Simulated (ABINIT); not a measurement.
## CdSe (F-43m): G0W0 in ABINIT against the plane-wave cutoff

Wanted: the cheapest plane-wave cutoff that holds the gap of CdSe (F-43m).

Main program and level: ABINIT 10.8.3; PBE and many-body steps on it, plane waves.

Most raw output is cut from this account.

## 1. Set-up

Symmetry: F-43m, No. 216, cubic system. The conventional cell has a = 6.141 Å, b = 6.141 Å, c = 6.141 Å, α = 90.00°, β = 90.00°, γ = 90.00°. Nearest to Cd lie 4 Se at 2.66 Å. Nearest to Se lie 4 Cd at 2.66 Å. Farther neighbours and most contacts between anions are not listed.

The cell and positions are those that the Materials Project relaxed with its own functionals (PBE, PBE+U or r2SCAN), kept fixed.

## 2. Empty states on the mesh, 4×4×4 mesh, 312 bands

This step: ABINIT 10.8.3; DFT, PBE, plane waves, norm-conserving pseudopotentials.

The sums over transitions need many empty states on a uniform mesh; this step solves for them.

The input, run.abi:

```
acell 3*1.0 Angstrom
rprim 
  -0.000000000000 3.070271198600 3.070271198600
  3.070271198600 -0.000000000000 3.070271198600
  3.070271198600 3.070271198600 -0.000000000000
ntypat 2
znucl 48 34
natom 2
typat 1 2
xred 
  0.000000000000 0.000000000000 0.000000000000
  0.750000000000 0.750000000000 0.750000000000
pp_dirpath "pseudos"
pseudos "Cd.upf, Se.upf"
ecut 47
ngkpt 4 4 4
nshiftk 1
shiftk 0 0 0
kptopt 1
chksymbreak 0
iscf -2
irdden 1
istwfk *1
nband 312
nbdbuf 28
tolwfr 1e-09
nstep 60
prtvol 0
indata_prefix "in"
outdata_prefix "out"
tmpdata_prefix "tmp"
```

Started as:

```sh
> OMP_NUM_THREADS=1 mpirun -n 8 abinit run.abi > log
```

Wall time 4.1 min (8 MPI ranks of Arm Neoverse N1, shared host); peak memory 1 GiB.

Numbers from this step:

```
gap                                                           : 0.5475 eV
k of the valence top                                          : 0, 0, 0
k of the conduction bottom                                    : 0, 0, 0
least direct gap                                              : 0.5475 eV
k points computed                                             : 8
lowest point of the top converged band, above the valence top : 150.5195 eV
```

On this mesh the gap is 0.547 eV.

The density comes from a self-consistent run that is not shown.

## 3. Empty states on the mesh, 4×4×4 mesh, 93 bands

run.abi, as its differences from that of step 2:

```diff
@@ -14,3 +14,3 @@
 pseudos "Cd.upf, Se.upf"
-ecut 47
+ecut 28
 ngkpt 4 4 4
@@ -20,10 +20,10 @@
 chksymbreak 0
-iscf -2
 irdden 1
 istwfk *1
-nband 312
-nbdbuf 28
-tolwfr 1e-09
-nstep 60
+nband 93
 prtvol 0
+optdriver 6
+gwr_task "HDIAGO"
+paral_kgb 0
+occopt 1
 indata_prefix "in"
```

It took 30 s on 8 MPI ranks; peak memory 3.7 GiB; 4 min of CPU time.

This step gave:

| Property | Result |
| --- | --- |
| gap | 0.5790 eV |
| k of the valence top | 0, 0, 0 |
| k of the conduction bottom | 0, 0, 0 |
| least direct gap | 0.5790 eV |
| k points computed | 8 |
| lowest point of the top converged band, above the valence top | 57.1222 eV |

On this mesh the gap is 0.579 eV.

## 4. Empty states on the mesh, 4×4×4 mesh, 93 bands

run.abi, as its differences from that of step 3:

```diff
@@ -14,3 +14,3 @@
 pseudos "Cd.upf, Se.upf"
-ecut 28
+ecut 38
 ngkpt 4 4 4
@@ -20,2 +20,3 @@
 chksymbreak 0
+iscf -2
 irdden 1
@@ -23,7 +24,6 @@
 nband 93
+nbdbuf 8
+tolwfr 1e-09
+nstep 60
 prtvol 0
-optdriver 6
-gwr_task "HDIAGO"
-paral_kgb 0
-occopt 1
 indata_prefix "in"
```

It took 30 s on 8 MPI ranks; peak memory 0.59 GiB.

This step gave:

```yaml
gap: 0.5499 eV
k_of_the_valence_top: 0, 0, 0
k_of_the_conduction_bottom: 0, 0, 0
least_direct_gap: 0.5499 eV
k_points_computed: 8
lowest_point_of_the_top_converged_band_above_the_valence_top: 57.0699 eV
```

On this mesh the gap is 0.550 eV.

## 5. Empty states on the mesh, 4×4×4 mesh, 93 bands

run.abi, as its differences from that of step 4:

```diff
@@ -14,3 +14,3 @@
 pseudos "Cd.upf, Se.upf"
-ecut 38
+ecut 59
 ngkpt 4 4 4
```

Wall time 64 s (8 MPI ranks); peak memory 0.77 GiB.

This step gave:

```yaml
gap: 0.5472 eV
k_of_the_valence_top: 0, 0, 0
k_of_the_conduction_bottom: 0, 0, 0
least_direct_gap: 0.5472 eV
k_points_computed: 8
lowest_point_of_the_top_converged_band_above_the_valence_top: 57.0694 eV
```

On this mesh the gap is 0.547 eV.

## 6. Screening, 4×4×4 mesh, 85 bands, screening to 130.6 eV

The RPA dielectric matrix is built and inverted for each q.

This step: RPA screening on PBE, plane waves, norm-conserving pseudopotentials.

run.abi, as its differences from that of step 5:

```diff
@@ -14,3 +14,3 @@
 pseudos "Cd.upf, Se.upf"
-ecut 59
+ecut 28
 ngkpt 4 4 4
@@ -20,10 +20,11 @@
 chksymbreak 0
-iscf -2
-irdden 1
 istwfk *1
-nband 93
-nbdbuf 8
-tolwfr 1e-09
-nstep 60
-prtvol 0
+occopt 1
+irdwfk 1
+optdriver 3
+nband 85
+ecuteps 4.8
+inclvkb 2
+awtr 1
+symchi 1
 indata_prefix "in"
```

The job ended after 32 s (8 MPI ranks; peak memory 1.2 GiB).

Numbers from this step:

```
ε∞ with local fields, on this mesh, along the program's q direction : 47.72
the same without local fields                                       : 49.58
plasma frequency                                                    : 29.28 eV
plane waves in the screening matrix                                 : 181
```

Local fields lower ε∞ by 4 %.

## 7. 28 Ha

This step: G0W0 on PBE, plane waves, norm-conserving pseudopotentials.

run.abi, as its differences from that of step 6:

```diff
@@ -23,8 +23,15 @@
 irdwfk 1
-optdriver 3
+optdriver 4
 nband 85
+gwcalctyp 0
+ecutsigx 28
+symsigma 1
+nkptgw 1
+kptgw 
+  0.0000000000 0.0000000000 0.0000000000
+bdgw 
+  16 22
 ecuteps 4.8
-inclvkb 2
-awtr 1
-symchi 1
+irdscr 1
+ppmodel 1
 indata_prefix "in"
```

Wall time 5.4 s (8 MPI ranks); peak memory 0.73 GiB; 42 s of CPU time.

Numbers from this step:

```yaml
g0w0_gap_on_the_points_computed: 1.676 eV
starting_gap_on_the_mesh: 0.5790 eV
k_of_the_valence_top: 0, 0, 0
k_of_the_conduction_bottom: 0, 0, 0
z_at_the_valence_top: 0.79
z_at_the_conduction_bottom: 0.812
least_direct_g0w0_gap_on_the_computed_points: 1.676 eV
```

## 8. Screening, 4×4×4 mesh, 85 bands, screening to 130.6 eV

This step: RPA screening on PBE, plane waves, norm-conserving pseudopotentials.

run.abi, as its differences from that of step 7:

```diff
@@ -14,3 +14,3 @@
 pseudos "Cd.upf, Se.upf"
-ecut 28
+ecut 38
 ngkpt 4 4 4
@@ -23,15 +23,8 @@
 irdwfk 1
-optdriver 4
+optdriver 3
 nband 85
-gwcalctyp 0
-ecutsigx 28
-symsigma 1
-nkptgw 1
-kptgw 
-  0.0000000000 0.0000000000 0.0000000000
-bdgw 
-  16 22
 ecuteps 4.8
-irdscr 1
-ppmodel 1
+inclvkb 2
+awtr 1
+symchi 1
 indata_prefix "in"
```

Wall time 33 s (8 MPI ranks); peak memory 1.6 GiB.

Numbers from this step:

```
ε∞ with local fields, on this mesh, along the program's q direction : 54.80
the same without local fields                                       : 56.90
plasma frequency                                                    : 29.28 eV
plane waves in the screening matrix                                 : 181
```

## 9. 38 Ha

The self-energy is evaluated for the states that the input lists, and the levels follow from it, in one-shot runs by the linearised quasiparticle equation.

This step: G0W0 on PBE, plane waves, norm-conserving pseudopotentials.

run.abi, as its differences from that of step 8:

```diff
@@ -23,8 +23,15 @@
 irdwfk 1
-optdriver 3
+optdriver 4
 nband 85
+gwcalctyp 0
+ecutsigx 38
+symsigma 1
+nkptgw 1
+kptgw 
+  0.0000000000 0.0000000000 0.0000000000
+bdgw 
+  16 22
 ecuteps 4.8
-inclvkb 2
-awtr 1
-symchi 1
+irdscr 1
+ppmodel 1
 indata_prefix "in"
```

Wall time 6.1 s (8 MPI ranks); peak memory 1.1 GiB; 48 s of CPU time.

Numbers from this step:

```yaml
g0w0_gap_on_the_points_computed: 1.645 eV
starting_gap_on_the_mesh: 0.5499 eV
k_of_the_valence_top: 0, 0, 0
k_of_the_conduction_bottom: 0, 0, 0
z_at_the_valence_top: 0.789
z_at_the_conduction_bottom: 0.812
least_direct_g0w0_gap_on_the_computed_points: 1.645 eV
```

The gap on the mesh goes from 0.55 eV to 1.65 eV, a correction of +1.10 eV.

## 10. Screening, 4×4×4 mesh, 85 bands, screening to 130.6 eV

This step: RPA screening on PBE, plane waves, norm-conserving pseudopotentials.

run.abi, as its differences from that of step 9:

```diff
@@ -14,3 +14,3 @@
 pseudos "Cd.upf, Se.upf"
-ecut 38
+ecut 47
 ngkpt 4 4 4
@@ -23,15 +23,8 @@
 irdwfk 1
-optdriver 4
+optdriver 3
 nband 85
-gwcalctyp 0
-ecutsigx 38
-symsigma 1
-nkptgw 1
-kptgw 
-  0.0000000000 0.0000000000 0.0000000000
-bdgw 
-  16 22
 ecuteps 4.8
-irdscr 1
-ppmodel 1
+inclvkb 2
+awtr 1
+symchi 1
 indata_prefix "in"
```

Wall time 58 s (8 MPI ranks); peak memory 2.2 GiB.

Numbers from this step:

| Item | Value |
| --- | --- |
| ε∞ with local fields, on this mesh, along the program's q direction | 55.46 |
| the same without local fields | 57.58 |
| plasma frequency | 29.28 eV |
| plane waves in the screening matrix | 181 |

## 11. 47 Ha

This step: G0W0 on PBE, plane waves, norm-conserving pseudopotentials.

run.abi, as its differences from that of step 10:

```diff
@@ -23,8 +23,15 @@
 irdwfk 1
-optdriver 3
+optdriver 4
 nband 85
+gwcalctyp 0
+ecutsigx 47
+symsigma 1
+nkptgw 1
+kptgw 
+  0.0000000000 0.0000000000 0.0000000000
+bdgw 
+  16 22
 ecuteps 4.8
-inclvkb 2
-awtr 1
-symchi 1
+irdscr 1
+ppmodel 1
 indata_prefix "in"
```

The job ended after 7.2 s (8 MPI ranks; peak memory 1.4 GiB).

This step gave:

- G0W0 gap on the points computed: 1.643 eV
- starting gap on the mesh: 0.5475 eV
- k of the valence top: 0, 0, 0
- k of the conduction bottom: 0, 0, 0
- least direct G0W0 gap on the computed points: 1.643 eV

Against the run before, the gap moves by −0.002 eV.

## 12. Screening, 4×4×4 mesh, 85 bands, screening to 130.6 eV

This step: RPA screening on PBE, plane waves, norm-conserving pseudopotentials.

run.abi, as its differences from that of step 11:

```diff
@@ -14,3 +14,3 @@
 pseudos "Cd.upf, Se.upf"
-ecut 47
+ecut 59
 ngkpt 4 4 4
@@ -23,15 +23,8 @@
 irdwfk 1
-optdriver 4
+optdriver 3
 nband 85
-gwcalctyp 0
-ecutsigx 47
-symsigma 1
-nkptgw 1
-kptgw 
-  0.0000000000 0.0000000000 0.0000000000
-bdgw 
-  16 22
 ecuteps 4.8
-irdscr 1
-ppmodel 1
+inclvkb 2
+awtr 1
+symchi 1
 indata_prefix "in"
```

Wall time 71 s (8 MPI ranks); peak memory 2.8 GiB.

Numbers from this step:

```
ε∞ with local fields, on this mesh, along the program's q direction : 55.48
the same without local fields                                       : 57.60
plasma frequency                                                    : 29.28 eV
plane waves in the screening matrix                                 : 181
```

## 13. 59 Ha

This step: G0W0 on PBE, plane waves, norm-conserving pseudopotentials.

run.abi, as its differences from that of step 12:

```diff
@@ -23,8 +23,15 @@
 irdwfk 1
-optdriver 3
+optdriver 4
 nband 85
+gwcalctyp 0
+ecutsigx 59
+symsigma 1
+nkptgw 1
+kptgw 
+  0.0000000000 0.0000000000 0.0000000000
+bdgw 
+  16 22
 ecuteps 4.8
-inclvkb 2
-awtr 1
-symchi 1
+irdscr 1
+ppmodel 1
 indata_prefix "in"
```

It took 7.9 s on 8 MPI ranks; peak memory 1.7 GiB.

Numbers from this step:

```
G0W0 gap on the points computed              : 1.642 eV
starting gap on the mesh                     : 0.5472 eV
k of the valence top                         : 0, 0, 0
k of the conduction bottom                   : 0, 0, 0
least direct G0W0 gap on the computed points : 1.642 eV
```

Against the run before, the gap moves by −0.001 eV.

## 14. The runs together

Times are wall times on 8 MPI ranks of Arm Neoverse N1, shared host, good to a factor of about two. A run's time includes the screening step that it read.

| run | mesh | bands | screening cutoff (eV) | DFT gap (eV) | gap on the mesh (eV) | direct (eV) | ε∞ used | time |
| --- | --- | --- | --- | --- | --- | --- | --- | --- |
| 28 Ha | 4×4×4 | 85 | 130.6 | 0.579 | 1.676 | 1.676 | 47.72 | 37 s |
| 38 Ha | 4×4×4 | 85 | 130.6 | 0.550 | 1.645 | 1.645 | 54.80 | 39 s |
| 47 Ha | 4×4×4 | 85 | 130.6 | 0.547 | 1.643 | 1.643 | 55.46 | 65 s |
| 59 Ha | 4×4×4 | 85 | 130.6 | 0.547 | 1.642 | 1.642 | 55.48 | 79 s |

## 15. Summary of results

```json
{
 "28 Ha": "1.676 eV",
 "38 Ha": "1.645 eV",
 "47 Ha": "1.643 eV",
 "59 Ha": "1.642 eV",
 "known limits": "not at the basis limit; exchange with frozen shells missing; mesh may overstate the screening; no spin-orbit coupling; coarse k mesh"
}
```

The setting moved: plane-wave cutoff. From 28 Ha to 59 Ha the gap moves by −0.03 eV, for 2.1 times the time. It holds to 0.03 eV from 38 Ha on. Bands and screening cutoff are coupled, so a series along one setting does not show full convergence. Bands and cutoff are finite, so the gap is not at the basis limit. The miss can reach some tenths of an eV and take either sign; the mesh is an error of its own. In the first G0W0 run levels were corrected at 1 k point alone, so a gap called «on the mesh» is the least over those, and an edge elsewhere would be missed. The 4×4×4 mesh is coarse for this cell, which bears on the long-range parts of exchange and screening. The norm-conserving file of at least one element keeps a d shell over frozen s and p shells of the same row. Exchange with those shells is missing from the self-energy, an error of 0.3 to 0.9 eV in cases checked, whose sign depends on which edge lies on those atoms. For the PBE start: The RPA ε∞ on this mesh reaches over 25; with a narrow direct gap a coarse mesh can overstate it, and the correction is then too small. The many-body steps are scalar-relativistic: spin-orbit coupling is not in them.

[Paths, hosts, dates, memory and timing lines, banners, echoed tables and standing remarks are left out of the program output.]

[Logs are printed without paths, hosts, clocks, repeated set-up lines and the standing remarks that a program may print on its own settings, such as how far it seeks lower states.]

[Runs of the session that timed out or met a known fault of the program may be left out.]

[No measured gap is set beside runs whose start may be inverted or whose files or cutoffs have a known fault.]

[Hosts, paths, dates, database ids (printed as entryN), source tags and the programs' standing remarks are cut or masked in the printed files.]

[G0W0 gaps are taken among the corrected bands and points alone; a level outside them can change the order at an edge.]

[Where Ansatz stands beside ABINIT at settings called matched, ABINIT's density can come from a denser mesh and the files from another edition; pairs whose starting gaps differed by over 0.03 eV were left out, so agreement reads better than it is.]
